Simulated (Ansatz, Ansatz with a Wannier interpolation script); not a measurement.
# MoS2 (P6_3/mmc): what limits a Wannier interpolation of GW, part 2 of 2

Aim: vary the Wannier model and the GW settings for MoS2 (P6_3/mmc) and see what the interpolated bands lose.

Ansatz 0.2.0; maximally localised Wannier functions, PBEsol, plane waves, PAW. Known limits of the many-body steps: not at the basis limit; no spin-orbit coupling; coarse k mesh.

So far. Step 3 (Wannier model on 6×6×2): Near the gap the model misses directly solved bands by 5.7 meV r.m.s. and by 38 meV at most in the window tested. This tests the starting bands, not the corrections carried with them.

The database entry behind the starting cell differs from later determinations by our own check (about 0.3 % long), so it need not match the best structure at ambient conditions.

### 5. G0W0: 6×6×2 mesh, 447 empty bands, screening to 150 eV

Now the one-shot GW correction: screening in the RPA, then the self-energy of the levels asked for.

This step: G0W0 on PBEsol, plane waves, PAW.

Contents of input.yaml:

```yaml
crystal:
  lattice:
    - [3.169, 0.0, 0.0]
    - [-1.5845, 2.7444345046, 0.0]
    - [0.0, 0.0, 12.324]
  atoms:
    - { symbol: Mo, position: [0.3333333333, 0.6666666667, 0.25] }
    - { symbol: Mo, position: [0.6666666667, 0.3333333333, 0.75] }
    - { symbol: S, position: [0.3333333333, 0.6666666667, 0.623] }
    - { symbol: S, position: [0.6666666667, 0.3333333333, 0.123] }
    - { symbol: S, position: [0.3333333333, 0.6666666667, 0.877] }
    - { symbol: S, position: [0.6666666667, 0.3333333333, 0.377] }
kpoints:
  mp_grid: { grid: [6, 6, 2] }
hamiltonian:
  xc: pbesol
scf:
  occupations: { method: fixed }
gw:
  n_empty_bands: 447
  ecut_chi: 150.0
  qp_bands: [v14, c6]
  screening: { model: contour_deformation }
```

Launch:

```bash
ansatz run input.yaml --threads 2 --pin off --max-ram 92160MiB --backend cuda --events-out ev --progress --plain --runs-dir out --devices 1 --max-vram 13GiB  # rebuilt from the run's record
```

Numbers of over 12 decimals in the logs are rounded to 6 here.

The program printed:

```text
GPUs: using 1 of 1 available (devices: 1).
[...]
GPU FFT provider: cuFFT
GPU libraries: cuBLAS 13.8.2, cuFFT 12.4.0, cuSOLVER 12.3.4
Crystal: 6 atoms, lattice volume = 107.183 Å³
Basis set: ecut = 420 eV, 2081 PW (Γ)
Bands: 32, of which v1, the nominal top of the filled ones, is band 26 counted from 1 (25 counted from 0)
Symmetry: 24 space group operations
[...]
k-points: 14 of 72
[...]
0    20      8.6321   -20.2130     1.4701   -18.6088  0.7356     8.4977     8.4980  root
[...]
13    29     13.0669   -12.4794    -4.7270   -17.6351  0.7431    13.4999    13.4957  root
    13    30     13.0669   -12.4794    -4.7270   -17.6351  0.7431    13.4999    13.4957  root
    13    31     13.6835   -15.1214    -5.2656   -20.7694  0.6921    14.0730    14.0658  root
    13    32     13.6835   -15.1214    -5.2656   -20.7694  0.6921    14.0730    14.0658  root
[key lines of the parts left out:]
SCF converged after 7 iterations
Free energy (F): -13340.313605 eV
Fermi energy:    10.814646 eV
```

Run time: 43 s. Hardware: 1 × NVIDIA H100 80GB HBM3 (shared by 6 runs) with 2 threads of AMD EPYC 7R13 (Zen 3), shared host; peak memory 1.6 GiB; 65 s of CPU time.

The G0W0 gap on the mesh is 1.227 eV.

### 6. G0W0: 3×3×1 mesh, 447 empty bands, screening to 150 eV

input.yaml, as its differences from that of step 5:

```diff
@@ -13,3 +13,3 @@
 kpoints:
-  mp_grid: { grid: [6, 6, 2] }
+  mp_grid: { grid: [3, 3, 1] }
 hamiltonian:
```

The program printed:

```text
GPUs: using 1 of 1 available (devices: 1).
[...]
GPU FFT provider: cuFFT
GPU libraries: cuBLAS 13.8.2, cuFFT 12.4.0, cuSOLVER 12.3.4
Crystal: 6 atoms, lattice volume = 107.183 Å³
Basis set: ecut = 420 eV, 2081 PW (Γ)
Bands: 32, of which v1, the nominal top of the filled ones, is band 26 counted from 1 (25 counted from 0)
Symmetry: 24 space group operations
[...]
k-points: 3 of 9
[...]
0    20      8.6587   -20.5176     1.7950   -18.5582  0.7237     8.4936     8.4943  root
[...]
2    29     12.6060   -11.7218    -4.6353   -16.7342  0.7420    12.9868    12.9830  root
     2    30     13.6856   -13.4267    -5.1970   -19.0850  0.7109    14.1502    14.1469  root
     2    31     13.7197   -14.9300    -5.1976   -20.4991  0.6869    14.0995    14.0911  root
     2    32     13.7197   -14.9300    -5.1976   -20.4991  0.6869    14.0995    14.0911  root
[key lines of the parts left out:]
SCF converged after 7 iterations
Free energy (F): -13340.300031 eV
Fermi energy:    10.824916 eV
```

Elapsed: 5.5 s, on 1 × NVIDIA H100 80GB HBM3 (shared by 6 runs) with 2 threads; peak memory 1.2 GiB; 4.8 s of CPU time.

The G0W0 gap on the mesh is 1.611 eV.

### 7. G0W0: 6×6×2 mesh, 207 empty bands, screening to 90 eV, plasmon pole

input.yaml, as its differences from that of step 6:

```diff
@@ -13,3 +13,3 @@
 kpoints:
-  mp_grid: { grid: [3, 3, 1] }
+  mp_grid: { grid: [6, 6, 2] }
 hamiltonian:
@@ -19,5 +19,5 @@
 gw:
-  n_empty_bands: 447
-  ecut_chi: 150.0
+  n_empty_bands: 207
+  ecut_chi: 90
   qp_bands: [v14, c6]
-  screening: { model: contour_deformation }
+  screening: { model: godby_needs }
```

The program printed:

```text
GPUs: using 1 of 1 available (devices: 1).
[...]
GPU FFT provider: cuFFT
GPU libraries: cuBLAS 13.8.2, cuFFT 12.4.0, cuSOLVER 12.3.4
Crystal: 6 atoms, lattice volume = 107.183 Å³
Basis set: ecut = 420 eV, 2081 PW (Γ)
Bands: 32, of which v1, the nominal top of the filled ones, is band 26 counted from 1 (25 counted from 0)
Symmetry: 24 space group operations
[...]
k-points: 14 of 72
[...]
0    21      8.6321   -20.2130     1.7451   -18.6088  0.7743     8.7726     8.7730  root
[...]
13    29     13.0669   -12.4794    -4.4728   -17.6351  0.7861    13.7529    13.7499  root
    13    30     13.0669   -12.4794    -4.4728   -17.6351  0.7861    13.7529    13.7499  root
    13    31     13.6835   -15.1214    -4.8496   -20.7694  0.7768    14.4787    14.4818  root
    13    32     13.6835   -15.1214    -4.8496   -20.7694  0.7768    14.4787    14.4818  root
[key lines of the parts left out:]
SCF converged after 7 iterations
Free energy (F): -13340.313605 eV
Fermi energy:    10.814646 eV
```

Wall time 41 s (1 × NVIDIA H100 80GB HBM3 (shared by 6 runs) with 2 threads); peak memory 1.7 GiB; 67 s of CPU time.

The G0W0 gap on the mesh is 1.187 eV.

### 8. Interpolated results

Times are wall times on 1 × NVIDIA H100 80GB HBM3 (shared by 6 runs) with 2 threads of AMD EPYC 7R13 (Zen 3), shared host, good to a factor of about two.

| GW mesh | empty bands | cutoff (eV) | frequency | gap on mesh (eV) | gap over zone (eV) | direct gap (eV) | valence width (eV) | GW time |
| --- | --- | --- | --- | --- | --- | --- | --- | --- |
| 6×6×2 | 447 | 150 | contour deformation | 1.227 | 1.223 | 2.080 | 7.072 | 43 s |
| 3×3×1 | 447 | 150 | contour deformation | 1.611 | 1.286 | 2.129 | 7.069 | 5.5 s |
| 6×6×2 | 207 | 90 | plasmon pole | 1.187 | 1.182 | 2.143 | 7.465 | 41 s |

### 9. Outcome

* 6×6×2 mesh, 447 empty bands, screening to 150 eV: 1.22 eV
* 3×3×1 mesh, 447 empty bands, screening to 150 eV: 1.29 eV
* 6×6×2 mesh, 207 empty bands, screening to 90 eV, plasmon pole: 1.18 eV

In words: The largest change, +0.06 eV in the gap over the zone, comes with 3×3×1 mesh, 447 empty bands, screening to 150 eV. The first run is a reference, not a converged one, and where a row moves several settings no single cause can be named. Rows on another GW mesh add that mesh's corrections to the bands of the one model. Coarser Wannier mesh (6×6×2): the miss near the gap goes from under 1 (the model on 12×12×4) to 6 meV and the total spread from 38.8 to 36.7 Å². With 3×3×1 mesh, 447 empty bands, screening to 150 eV the gap over the zone moves by +0.06 eV and that on the mesh by +0.38 eV. With 6×6×2 mesh, 207 empty bands, screening to 90 eV, plasmon pole the gap over the zone moves by −0.04 eV and that on the mesh by −0.04 eV. Gaps over the zone and on the mesh differ where an edge lies off the mesh, or where a GW run starts from another density: the starting gap over the zone is 0.829 eV, on the GW meshes it is 0.843 eV and 1.078 eV. The 6×6×2 mesh is coarse for this cell (its supercell is 19 Å along the shortest edge). The RPA ε∞ on it, from the PBEsol start, is 6.47 and 15.17; such meshes misread the long-range screening, most where the gap is narrow. The many-body steps are scalar-relativistic: spin-orbit coupling is not in them.

[Paths, hosts, dates, memory and timing lines, banners, echoed tables and standing remarks are left out of the program output.]

[Logs are printed without paths, hosts, clocks, repeated set-up lines and the standing remarks that a program may print on its own settings, such as how far it seeks lower states.]

[Runs of the session that timed out or met a known fault of the program may be left out.]

[Hosts, paths, dates, database ids (printed as entryN), source tags and the programs' standing remarks are cut or masked in the printed files.]
